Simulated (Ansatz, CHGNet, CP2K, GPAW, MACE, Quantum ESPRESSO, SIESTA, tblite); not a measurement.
## Running random packing of 41In2S3-59GeS2 (mol %) (84 atoms) with tblite

Aim: run random packing of 41In2S3-59GeS2 (mol %) (84 atoms) in tblite and see how near its forces come to a plane-wave reference, and at what cost.

Method: the method is named at each step, in tblite 0.8.0.

## 1. Starting point

The cell holds 84 atoms: 18 In, 53 S and 13 Ge. Its edges and angles: a = 12.555 Å, b = 12.555 Å, c = 12.555 Å, α = 90.0°, β = 90.0°, γ = 90.0°. 84 atoms (18 In, 53 S, 13 Ge) packed at random in a cube at 3.95 g/cm³ and pushed apart as soft spheres, cations and anions kept from their own kind; a start for melting by ab initio MD, not an equilibrated structure. Then every atom was moved at random, 0.03 Å r.m.s. a Cartesian component.

The yardstick, on the same geometry:

| Item | Value |
| --- | --- |
| method | Kohn-Sham DFT, PBE, PAW, plane waves (Ansatz 0.2.0); cutoff 420 eV, Γ point, fermi-dirac smearing of 0.05 eV; PAW set soft_2 |
| r.m.s. force component | 0.7412 eV/Å |
| longest force | 2.869 eV/Å |
| pressure | 2.446 GPa |
| SCF cycles | 11 |
| time | 16 s on 8 threads of Arm Neoverse V2, shared host |
| CPU time | 2 min |

## 2. GFN2-xTB

Method: GFN2-xTB tight binding, diagonalisation.

run.py reads:

```python
import numpy as np
from ase.io import read
from tblite.ase import TBLite

atoms = read("structure.xyz")
atoms.calc = TBLite(method="GFN2-xTB", electronic_temperature=580, accuracy=1.0, max_iterations=250, mixer_damping=0.4, verbosity=1)
energy = atoms.get_potential_energy()
forces = atoms.get_forces()
print(f"energy {energy:.6f} eV")
print("forces (eV/A)")
for i, (a, f) in enumerate(zip(atoms, forces)):
    print(f"{i:4d} {a.symbol:2s} {f[0]:10.5f} {f[1]:10.5f} {f[2]:10.5f}")
stress = -atoms.get_stress(voigt=False) * 160.21766
print("stress (GPa, compression positive)")
for row in stress:
    print(" ".join(f"{x:10.4f}" for x in row))
print("charges (e)")
print(np.array2string(atoms.get_charges(), precision=4, suppress_small=True, max_line_width=110, threshold=100000))
```

structure.xyz reads:

```xyz
84
Lattice="12.55510 0.00000 0.00000 0.00000 12.55510 0.00000 0.00000 0.00000 12.55510" Properties=species:S:1:pos:R:3 pbc="T T T"
In 1.33574 7.44543 11.39049
In 0.11036 4.07200 6.57473
In 6.65420 6.14321 10.70347
In 6.11710 11.85026 5.63448
In 8.21669 4.52260 2.81071
In 0.31488 5.66499 2.70927
In 8.37990 1.97780 4.74332
In 2.63971 10.75859 8.36647
In 7.36319 10.26040 2.32520
In 8.58857 7.76207 4.06396
In 4.75537 1.12381 11.40982
In 10.51100 6.38502 7.27907
In 7.53921 7.47882 7.24705
In 1.02512 2.54479 3.65404
In 4.00370 3.68467 3.32534
In 9.85902 9.16422 9.07332
In 10.96713 2.33889 1.27397
In 12.09847 1.02086 6.05784
S 10.35997 4.30088 12.20481
S 2.15609 4.21462 5.30302
S 3.51430 1.90122 9.47094
S 11.47762 6.70731 4.65254
S 12.08340 9.58820 8.34312
S 8.04807 10.76889 8.62987
S 8.38932 9.40025 11.44724
S 11.39652 3.54744 3.36816
S 4.29259 4.98048 8.92404
S 0.82776 3.52484 9.00000
S 1.28665 1.32218 0.15091
S 8.91826 2.25992 7.10204
S 10.87259 0.62173 11.53362
S 4.42279 11.40355 9.94515
S 10.12506 9.57364 4.69774
S 4.75801 7.93821 3.82918
S 4.56277 7.55101 7.01039
S 5.02317 2.82289 0.59900
S 8.56208 2.07423 2.35182
S 9.39147 11.45502 1.24019
S 2.25163 0.53874 3.80043
S 11.61761 12.34330 3.93364
S 12.43018 10.64572 1.43668
S 7.35189 5.12462 7.80827
S 6.43148 0.99462 8.65147
S 8.10256 2.35107 11.02614
S 12.33664 6.64717 0.57578
S 0.29994 6.44089 7.68887
S 4.75600 2.68240 6.44667
S 2.01710 8.32466 2.06092
S 5.32838 11.05238 3.45604
S 5.75111 8.44933 9.89342
S 6.84793 8.10356 1.43643
S 10.61509 7.35402 10.44258
S 3.95825 12.34719 0.84747
S 3.78524 10.59311 6.25683
S 2.40807 4.90616 11.43506
S 9.58808 6.36104 2.09946
[... 24 atom lines left out ...]
Ge 0.32744 8.42535 6.67278
Ge 0.95306 0.60917 9.33158
Ge 11.39865 2.64097 9.57038
Ge 10.63630 9.91916 11.98372
```

Launch:

```sh
$ OMP_NUM_THREADS=1 python run.py > output.txt
```

Log:

```text
------------------------------------------------------------
  cycle        total energy    energy error   density error
------------------------------------------------------------
      1     -215.0684914917  -2.1548879E+02   4.4797505E-01
      2     -156.0301548689   5.9038337E+01   7.4719588E-01
      3     -190.3175821481  -3.4287427E+01   6.3395096E-01
      4     -212.3753444101  -2.2057762E+01   4.7930132E-01
      5     -207.7800060098   4.5953384E+00   4.6937854E-01
      6     -211.5628245591  -3.7828185E+00   4.4614438E-01
      7     -214.1557890200  -2.5929645E+00   4.1845244E-01
      8     -205.5151269643   8.6406621E+00   4.5054764E-01
      9     -196.1297594546   9.3853675E+00   5.0857560E-01
     10     -211.3988748140  -1.5269115E+01   4.3401098E-01
[... 92 lines of further cycles ...]
    103     -221.6557181818  -1.7527292E-06   1.7605635E-04
    104     -221.6557184510  -2.6917678E-07   1.6089912E-04
    105     -221.6557198167  -1.3656799E-06   1.0553047E-04
    106     -221.6557200967  -2.8005525E-07   8.6811592E-05
    107     -221.6557204938  -3.9711463E-07   6.3309952E-05
    108     -221.6557205018  -7.9250526E-09   5.5818444E-05
    109     -221.6557206724  -1.7061001E-07   3.7444137E-05
    110     -221.6557207113  -3.8938367E-08   3.2844737E-05
    111     -221.6557207239  -1.2591556E-08   2.8255350E-05
    112     -221.6557207644  -4.0507615E-08   1.8042112E-05
------------------------------------------------------------
 total:                                  21.757 sec
energy -6031.559382 eV
forces (eV/A)
   0 In    0.63096   -0.78257   -0.02666
   1 In   -0.82812   -0.32564    0.12565
   2 In   -0.16162   -0.42323   -1.30095
   3 In   -1.29905    0.30374    1.23658
   4 In    0.72239   -0.18492   -1.42620
   5 In   -0.11282    0.79945    0.99316
   6 In   -0.38278    0.54464    1.32096
   7 In    0.80205   -1.53804    0.26208
   8 In    0.85417    0.78177   -0.21609
   9 In    0.23022   -0.17310   -0.49449
  10 In   -0.14500   -0.11300   -0.95523
  11 In   -1.96925   -0.18212   -0.22989
  12 In   -0.19239    0.46062    0.74456
  13 In    0.31640   -0.76089    0.53864
  14 In    0.82646   -1.49284    1.33416
  15 In   -1.11289   -0.80105    0.00882
  16 In   -0.37051   -1.25298   -1.54187
  17 In   -0.98863    0.53176   -0.94127
  18 S     0.50190   -1.02737    0.03265
  19 S     1.07174   -0.24651   -1.07684
  20 S    -0.67135    0.07482   -0.47964
  21 S     0.14417    0.19140   -0.17877
  22 S     0.92429    1.47072    0.33594
  23 S    -0.39441   -0.81291   -2.30519
[...]
76 Ge   -0.73063    0.89759    1.13446
  77 Ge   -1.18742   -0.55286    0.14406
  78 Ge    0.28838    0.49468    0.01183
  79 Ge    0.82502   -0.16328   -0.05710
  80 Ge    0.97018   -0.88320   -1.98558
  81 Ge    1.28783    1.03337   -0.02643
  82 Ge   -0.98315    0.36712    0.33908
  83 Ge   -0.80421    0.66339    1.63373
stress (GPa, compression positive)
    1.5122     0.7037    -0.2469
    0.7037     0.9220    -0.5480
   -0.2469    -0.5480     2.0873
charges (e)
[ 0.2559  0.3063  0.3707  0.2595  0.1444  0.2413  0.2337  0.1412  0.2281  0.2982  0.17    0.2756  0.1919
  0.1154  0.226   0.1745  0.2511  0.1933 -0.0762 -0.2702 -0.046  -0.241  -0.2828 -0.1877 -0.3409 -0.3055
  0.1714 -0.2187 -0.2312 -0.1788 -0.2407 -0.3712 -0.0716 -0.0576 -0.0034 -0.329  -0.1872 -0.1116 -0.1673
  0.0075 -0.0761 -0.0361 -0.0675 -0.0516 -0.1504 -0.1787  0.0369 -0.0959 -0.0901 -0.249  -0.2244 -0.3013
 -0.176  -0.1176 -0.1735 -0.1656 -0.1253 -0.2874 -0.2438  0.0044 -0.2568 -0.3172 -0.2525 -0.345  -0.3189
 -0.2907 -0.1721 -0.1972 -0.2575 -0.281  -0.4266  0.4597  0.4101  0.3825  0.4001  0.4436  0.5073  0.4085
  0.4312  0.4645  0.4204  0.4022  0.3592  0.4576]
```

The job ended after 22 s (1 thread of Arm Neoverse V2, shared host; peak memory 0.17 GiB).

Banners, paths, timers and routine set-up lines are dropped from the logs unmarked, and long logs keep their key lines alone; longer cuts are marked.

Against the reference:

* r.m.s. force component: 0.6895 eV/Å
* r.m.s. difference of force components: 252.6 meV/Å
* longest difference of force vectors: 991.2 meV/Å
* force difference over r.m.s. force: 34.08 %
* slope of forces against the reference's: 0.8747
* correlation of force components: 0.9402
* pressure: 1.507 GPa
* pressure difference: -0.9385 GPa

Length of the force difference by element (eV/Å):

```
element  atoms  mean  most
     Ge     13  0.56  0.99
     In     18  0.33  0.63
      S     53  0.38  0.90
```

A closer look about S70, picked at random: 11 atoms, nearest first, numbered in the order of the input, with positions taken from that point.

```
atom      x      y      z  distance (Å)  Mulliken charge (e)     Fx     Fy  Fz (eV/Å)
 S70   0.00   0.00   0.00          0.00                -0.28   0.12  -0.06       0.69
In15  -1.60   2.00  -0.19          2.56                 0.23   0.83  -1.49       1.33
Ge77   1.02  -0.76  -2.25          2.59                 0.51  -0.73   0.90       1.13
 In7   2.78   0.29   1.22          3.05                 0.23  -0.38   0.54       1.32
 S36  -0.58   1.14  -2.92          3.19                -0.33   0.31  -0.02       0.20
 S49  -0.27  -3.19  -0.06          3.20                -0.09  -0.94  -0.40      -0.93
 S47  -0.84   1.00   2.93          3.21                 0.04   0.21  -0.14       0.17
 S37   2.96   0.39  -1.17          3.21                -0.19   0.44   0.72      -1.49
 In4   0.52  -2.39   2.12          3.23                 0.26  -1.30   0.30       1.24
 S66   0.45   3.28   0.23          3.32                -0.29  -0.24  -0.21      -0.37
 S62   2.55  -2.06   0.88          3.39                -0.32   0.91  -0.64       0.07
```

Atoms are counted from 1 here, from 0 in the log.

Forces lie 34 % from the reference's, at 0.19 times its CPU time (on 1 against 8 cores); the SCF took 112 steps, which the time reflects.

## 3. IPEA1-xTB

Method: IPEA1-xTB tight binding, diagonalisation.

Edit run.py of step 2 so:

```diff
@@ -5,3 +5,3 @@
 atoms = read("structure.xyz")
-atoms.calc = TBLite(method="GFN2-xTB", electronic_temperature=580, accuracy=1.0, max_iterations=250, mixer_damping=0.4, verbosity=1)
+atoms.calc = TBLite(method="IPEA1-xTB", electronic_temperature=580, accuracy=1.0, max_iterations=250, mixer_damping=0.4, verbosity=1)
 energy = atoms.get_potential_energy()
```

structure.xyz is that of step 2.

Log:

```text
------------------------------------------------------------
  cycle        total energy    energy error   density error
------------------------------------------------------------
      1     -252.6708522301  -2.5281770E+02   4.4255533E-01
      2     -226.4229851117   2.6247867E+01   6.3190112E-01
      3     -247.9170705363  -2.1494085E+01   4.0597085E-01
[...]
27     -257.8042666155  -1.5386627E-07   2.8049153E-05
     28     -257.8042666323  -1.6854358E-08   1.7214938E-05
------------------------------------------------------------
 total:                                   8.061 sec
energy -7015.211418 eV
forces (eV/A)
   0 In    0.88697   -0.23765   -0.19048
   1 In   -1.31276   -0.71625    0.25276
   2 In   -1.58305   -0.46057   -1.92165
[...]
82 Ge   -0.54408    0.03480    0.67394
  83 Ge    0.35073    1.53318    0.64815
stress (GPa, compression positive)
   -3.8199     0.5807     0.4513
    0.5807    -5.3868    -1.0733
    0.4513    -1.0733    -3.5533
charges (e)
[ 0.2889  0.253   0.2754  0.2507  0.2562  0.2873  0.2741  0.254   0.2508  0.2622  0.2502  0.2537  0.2235
  0.2124  0.2673  0.2653  0.261   0.2223 -0.105  -0.1768 -0.092  -0.1452 -0.0109  0.0544 -0.073  -0.1442
 -0.1297 -0.0487 -0.1553 -0.1121 -0.0494 -0.0834 -0.1804 -0.1033 -0.0055 -0.1047 -0.0487 -0.147  -0.1922
 -0.1512 -0.0884 -0.1258 -0.1088 -0.1439 -0.0832 -0.0803 -0.1563 -0.0757 -0.1128 -0.0599 -0.1514 -0.1805
 -0.056  -0.1746 -0.0826 -0.1613 -0.1012 -0.1605 -0.0548 -0.076  -0.0716 -0.1273  0.0262 -0.1039 -0.0167
  0.0037 -0.0644 -0.1589 -0.0634 -0.1235 -0.2093  0.0731  0.0477  0.0196  0.0309  0.0631  0.0935  0.0417
  0.0724  0.1057  0.0386  0.0524  0.0451  0.0551]
```

Run time: 8.5 s. Hardware: 1 thread; peak memory 0.17 GiB.

Against the reference:

```yaml
r_m_s_force_component: 1.024 eV/Å
r_m_s_difference_of_force_components: 598.5 meV/Å
longest_difference_of_force_vectors: 2107 meV/Å
force_difference_over_r_m_s_force: 80.75 %
slope_of_forces_against_the_reference_s: 1.128
correlation_of_force_components: 0.8165
pressure: -4.253 GPa
pressure_difference: -6.699 GPa
```

Against the first run (34 %), the force difference from the reference is 81 %, at 0.38 times the CPU time (28 SCF steps against 112).

## 4. All runs compared

Differences are against the plane-wave reference, forces as r.m.s. over components; share is that over the reference's r.m.s. force, slope the least-squares factor from reference forces to these. Total energies of different programs have different zeros and aren't compared.

```
             run  Δ force, r.m.s. (meV/Å)  share (%)  slope  Δ pressure (GPa)  cores  CPU time  memory (GiB)
       reference                        -          -      -                 -      8     2 min           2.8
 tblite GFN2-xTB                      253       34.1  0.875            -0.939      1      22 s          0.17
tblite IPEA1-xTB                      599       80.8  1.128             -6.70      1     8.5 s          0.17
```

CPU time is summed over cores on a shared host, where runs went side by side, so it is rough. Symmetry, cutoffs, thresholds, outputs and thread counts weren't matched or tuned between programs; memory under MPI is the largest rank's times the ranks.

Mean charges by element (e), by run and scheme:

```
             run    scheme     In      S     Ge
       reference    Löwdin  +0.41  -0.16  +0.38
 tblite GFN2-xTB  Mulliken  +0.23  -0.18  +0.43
tblite IPEA1-xTB  Mulliken  +0.26  -0.10  +0.06
```

The reference's Löwdin charges lack the electrons that the projection spills, 0.042 e an atom on average.

## 5. Results

| Quantity | Value |
| --- | --- |
| nearest in forces | tblite GFN2-xTB, 34 % |
| its CPU time | 22 s |

What this shows: Tight binding differs by 34 % (tblite GFN2-xTB) to 81 % (tblite IPEA1-xTB); it is another model, with fitted parameters of its own, and the xTB methods hold dispersion. IPEA1-xTB was fitted to ionisation energies and electron affinities, not to forces or charges. tblite GFN2-xTB needed 112 SCF steps, so its time overstates the method's usual cost. Of the electronic-structure runs that take under half the reference's CPU time, tblite GFN2-xTB comes nearest, at 34 % in 22 s against 2 min. Charges hang on model, scheme and program or settings: among these rows the mean for Ge runs from +0.06 to +0.43 e. Periodic xTB results under one method name differ between programs and library versions. The reference's pressure of 2.4 GPa belongs to a cell and atoms that aren't relaxed at this level. The electronic-structure runs sample only Γ, in a cell whose shortest periodic width is 13 Å, which is coarse for a cell with partly filled levels.

[Also dropped from logs without a mark: logging warnings of Python, and SIESTA's first energy breakdown and zero terms.]

[Logs are printed without paths, hosts, clocks, repeated set-up lines and the standing remarks that a program may print on its own settings, such as how far it seeks lower states.]

[Hosts, paths, dates, database ids (printed as entryN), source tags and the programs' standing remarks are cut or masked in the printed files.]
